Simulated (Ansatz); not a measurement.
# Dielectric function and optical constants of Al2Pt, part 2 of 2

What colour and refractive index does Al2Pt have at this level of theory? The cell comes from an older database entry, whose edges can differ from later determinations, mostly by under a per cent.

Ansatz 0.2.0; DFT, PBE, plane-wave PAW, default files, scalar-relativistic, independent-particle optical response without local fields.

So far. Step 2 (Ground state and bands): There are states at the Fermi level within the smearing, so the occupations stay smeared and the carriers get a Drude term. The cell is left with a pressure of 2.5 GPa, as it stands unrelaxed at this level.

The database entry behind the starting cell differs from other determinations of this structure, so it need not match the best structure at room temperature.

### 3. Spectrum

The spectrum is a sum over vertical transitions between filled and empty bands at the fixed density, so many empty bands are needed.

This step: DFT, PBE, plane-wave PAW, default files, scalar-relativistic, independent-particle optical response without local fields (Ansatz 0.2.0).

input.yaml reads:

```yaml
crystal:
  lattice:
    - [0.0, 2.955, 2.955]
    - [2.955, 0.0, 2.955]
    - [2.955, 2.955, 0.0]
  atoms:
    - { symbol: Pt, position: [0.0, 0.0, 0.0] }
    - { symbol: Al, position: [0.75, 0.75, 0.75] }
    - { symbol: Al, position: [0.25, 0.25, 0.25] }
kpoints:
  mp_grid: { grid: [9, 9, 9] }
scf:
  occupations: { method: fermi_dirac, width: 0.05 }
hamiltonian:
  xc: pbe
  pseudopotentials: { kind: paw }
output:
  optics:
    e_range: [0, 20]
    de: 0.05
    sigma: 0.15
    drude_damping: 0.1
    nscf_kmesh: { grid: [10, 10, 10] }
    bands: { spectra_wanted_up_to: 20 }
```

Started as:

```
$ ansatz run input.yaml --threads 4 --pin off --max-ram 8192MiB --backend cpu --events-out ev --progress --plain --runs-dir out
```

Standard output:

```text
[...]
Crystal: 3 atoms, lattice volume = 51.606 Å³
Basis set: ecut = 420 eV, 965 PW (Γ)
Bands: 16, of which v1, the nominal top of the filled ones, is band 12 counted from 1 (11 counted from 0)
Symmetry: 48 space group operations
[...]
k-points: 35 of 729
[...]
SCF iter   1: F=—  HF=-13600.675640 eV  |F-HF|=—  |Δ(HF+E_count)|=         —  Δρ=2.03e-3  dr2=1.82e-3  ethr=1.77e-3  ⟨swp⟩=5.9  Hψ=2946  notcnv=0
[...]
SCF iter   7: F=-13600.675890 eV  HF=-13600.675890 eV  |F-HF|=1.82e-12  |Δ(HF+E_count)|=  1.71e-10  Δρ=5.66e-8  dr2=1.42e-12  ethr=1.00e-12  ⟨swp⟩=3.6  Hψ=1484  notcnv=0
SCF 1 converged in 7 iterations: F = -13600.675890 eV  dr2 = 1.42e-12
[...]
NSCF: frozen V_eff on 47 k-points
output.optics: what the bands over the 41 summed would add to eps1, eps2 and the energy-loss function is held between a lower and an upper bound (8 Lanczos steps). eps1, eps2 and their loss function (loss_summed_bands) are given on every row as the summed bands alone make them. Along an axis, on a row where the two bounds hold the loss function to about 1 % of the greater of itself and 0.5 % of |1/eps|, its cell (loss_completed) is given, with the completed eps1 and eps2 that it is formed of (a cell that is left empty reads nan in the table and null in the record). The two bounds hold it so along every axis on all 400 rows up to 20.000 eV. [rest of the remark cut]
SCF converged after 7 iterations
Free energy (F): -13600.675890 eV
[...]
Internal energy: -13600.668605 eV  (E = F + TS)
E sigma→0 (E₀):  -13600.672248 eV
Entropy (-TS):   -0.007286 eV (-2.429 meV/atom)
Fermi energy:    11.480453 eV
[...]
--- Band table (eV; the first three rows and the last of 35) ---
  k-point 0: bands = [... 8 lower, 7.6921, 7.6921, 14.3595, 15.2085, 15.2085, 15.2085, 16.8074, 16.8074]
  k-point 1: bands = [... 8 lower, 7.6733, 7.6733, 13.3297, 14.6514, 14.7545, 14.7545, 17.3184, 17.3184]
  k-point 2: bands = [... 8 lower, 7.6642, 7.6642, 11.0461, 13.8962, 13.8962, 15.0598, 16.9128, 16.9616]
  k-point 34: bands = [... 8 lower, 7.5270, 7.9466, 8.5964, 8.9218, 10.6419, 16.2495, 16.5663, 17.2862]
```

It took 14 s on 4 threads of Arm Neoverse V1, shared host; peak memory 0.95 GiB; 54 s of CPU time.

Numbers from this step:

| Item | Value |
| --- | --- |
| main peak of the optical conductivity above 1 eV, first axis | 8.465 eV |
| Drude plasma energy, first axis | 7.969 eV |
| bands summed | 41 |
| spectra valid up to | 29.41 eV |
| program's estimate of the k-sum error in Im epsilon | 0.22 % |
| electrons in the f-sum | 17.76 |

Im ε, any direction against photon energy; read off at these points:

```
photon energy (eV)  Im ε, any direction
               0.5                 64.2
               1.0                 36.7
               1.5                 9.69
               2.0                 4.24
               2.5                 2.60
               3.0                 3.18
               3.5                 9.24
               4.0                 12.7
               4.5                 11.4
               5.0                 5.98
               5.5                 4.34
               6.0                 3.52
               6.5                 3.71
               7.0                 3.61
               7.5                 4.04
               8.0                 4.80
               8.5                 6.68
               9.0                 3.53
               9.5                 3.01
              10.0                 3.11
              10.5                 2.59
              11.0                 2.43
              11.5                 2.00
              12.0                 1.66
              12.5                 1.48
              13.0                 1.36
              13.5                 1.23
              14.0                 1.07
              14.5                0.816
              15.0                0.835
              15.5                0.863
              16.0                0.773
              16.5                0.781
              17.0                0.736
              17.5                0.755
              18.0                0.733
              18.5                0.632
              19.0                0.715
              19.5                0.707
              20.0                0.528
```

The Re ε, any direction by photon energy:

```
photon energy (eV)  Re ε, any direction
                 1                -58.7
                 2                -13.4
                 3                 1.42
                 4                0.898
                 5                -4.06
                 6                -1.16
                 7              -0.0210
                 8                 1.10
                 9                -2.48
                10                -1.30
                11                -1.35
                12                -1.14
                13               -0.735
                14               -0.657
                15               -0.204
                16              -0.0935
                17               0.0509
                18                0.110
                19                0.227
                20                0.142
```

The loss function −Im 1/ε at q → 0, any direction by energy loss; read off at these points:

energy loss (eV), loss function −Im 1/ε at q → 0, any direction and a bar:
```
     0.50       0.00 
     1.00       0.01 
     1.50       0.01 
     2.00       0.02 
     2.50       0.10 ##
     2.85       0.33 ######
     3.00       0.26 ####
     3.50       0.07 #
     4.00       0.08 #
     4.50       0.08 #
     5.00       0.11 ##
     5.50       0.17 ###
     6.00       0.26 ####
     6.50       0.27 #####
     7.00       0.28 #####
     7.50       0.24 ####
     8.00       0.20 ###
     8.50       0.14 ##
     9.00       0.19 ###
     9.50       0.29 #####
    10.00       0.27 #####
    10.50       0.31 #####
    11.00       0.31 #####
    11.50       0.36 ######
    12.00       0.41 #######
    12.50       0.49 ########
    13.00       0.57 ##########
    13.50       0.61 ##########
    14.00       0.68 ############
    14.50       0.92 ################
    15.00       1.13 ###################
    15.50       1.10 ###################
    16.00       1.28 ######################
    16.50       1.28 ######################
    17.00       1.35 #######################
    17.50       1.30 ######################
    18.00       1.33 #######################
    18.50       1.50 #########################
    19.00       1.27 ######################
    19.50       1.39 ########################
    20.00       1.77 ##############################
```

Table of refractive index n and extinction k by photon energy:

```
photon energy (eV)      n      k
               0.5   2.15   14.9
               1.0   2.29   8.00
               1.5  0.872   5.55
               2.0  0.572   3.71
               2.5  0.589   2.21
               3.0   1.57   1.02
               3.5   2.96   1.56
               4.0   2.61   2.43
               4.5   2.02   2.82
               5.0   1.26   2.38
               5.5   1.11   1.95
               6.0   1.13   1.56
               6.5   1.34   1.38
               7.0   1.34   1.35
               7.5   1.55   1.30
               8.0   1.74   1.38
               8.5   1.66   2.01
               9.0  0.956   1.84
               9.5   1.02   1.48
              10.0   1.02   1.53
              10.5  0.900   1.44
              11.0  0.846   1.44
              11.5  0.744   1.34
              12.0  0.662   1.26
              12.5  0.644   1.15
              13.0  0.636   1.07
              13.5  0.597   1.03
              14.0  0.547  0.978
              14.5  0.487  0.838
              15.0  0.572  0.729
              15.5  0.583  0.740
              16.0  0.585  0.660
              16.5  0.620  0.630
              17.0  0.628  0.586
              17.5  0.657  0.575
              18.0  0.652  0.562
              18.5  0.633  0.499
              19.0  0.699  0.512
              19.5  0.638  0.554
              20.0  0.587  0.450
```

Values under 1 per cm are given as 1. Table of absorption coefficient, any direction by photon energy:

photon energy (eV), log10 absorption coefficient, any direction (1/cm) and a bar from the least value:
```
    0.500        5.9 ################
    1.000        5.9 #################
    1.500        5.9 ##################
    2.000        5.9 ###############
    2.500        5.7 ##########
    3.000        5.5 
    3.500        5.7 ##########
    4.000        6.0 ####################
    4.500        6.1 #########################
    5.000        6.1 ########################
    5.500        6.0 ######################
    6.000        6.0 ####################
    6.500        6.0 ###################
    7.000        6.0 ####################
    7.500        6.0 ####################
    8.000        6.0 ######################
    8.500        6.2 ##############################
    9.000        6.2 #############################
    9.500        6.2 ###########################
   10.000        6.2 ############################
   10.500        6.2 ############################
   11.000        6.2 #############################
   11.500        6.2 ############################
   12.000        6.2 ############################
   12.500        6.2 ###########################
   13.000        6.1 ##########################
   13.500        6.2 ##########################
   14.000        6.1 ##########################
   14.500        6.1 ########################
   15.000        6.0 ######################
   15.500        6.1 #######################
   16.000        6.0 ######################
   16.500        6.0 #####################
   17.000        6.0 #####################
   17.500        6.0 #####################
   18.000        6.0 #####################
   18.500        6.0 ###################
   19.000        6.0 ####################
   19.500        6.0 ######################
   20.000        6.0 ###################
```

From ε follow the optical constants at some laser lines:

```
wavelength (nm)     n      k  R (%)     1/α
           1064  1.68  7.333   89.0   12 nm
            800  0.82  5.329   89.7   12 nm
            405  1.75  0.947   17.3   34 nm
            365  2.83  1.259   30.3   23 nm
            308  2.58  2.449   45.1   10 nm
            248  1.26  2.376   53.2  8.3 nm
            193  1.30  1.387   27.9   11 nm
```

A polished face would reflect 79 % of daylight and look yellow (CIE x = 0.366, y = 0.407 under D65).

### 4. Summary of results

```yaml
gap_on_the_path: 0 eV
main_peak_of_the_optical_conductivity_above_1_ev_first_axis: 8.47 eV
drude_plasma_energy_first_axis: 7.97 eV
```

**Reading.** At this level (PBE, independent particles) Al2Pt is a metal with a Drude plasma energy of 8.0 eV; it reflects 81 % at 550 nm. Along x the bare Drude plasma energy is 8.0 eV; Re ε first rises through zero at 2.87 eV, far lower, because interband transitions screen the carriers. Im ε is 3.0 there, so the loss peak at that energy is weak. A polished face would reflect 79 % of daylight and look yellow (CIE x = 0.366, y = 0.407 under D65). In the base run ε includes the program's bounded estimate of what the bands above those summed add. The carriers' damping of 0.1 eV is typed, not computed; at 0.8 eV the carriers give 30 % of Im ε, the rest is interband. Spin-orbit coupling is left out although heavy atoms are present. The Fermi-Dirac width of 0.05 eV acts as an electron temperature of 580 K in the carriers' term.

[Long decimals in the printed logs are rounded to 6 places.]

[Logs are printed without paths, hosts, clocks, repeated set-up lines and the standing remarks that a program may print on its own settings, such as how far it seeks lower states.]

[Hosts, paths, dates, database ids (printed as entryN), source tags and the programs' standing remarks are cut or masked in the printed files.]

[Where the starting crystal was built by hand or by swapping elements, it need not be the compound's stable phase.]

[The count of steps not shown may lack steps that the program refused or didn't finish.]
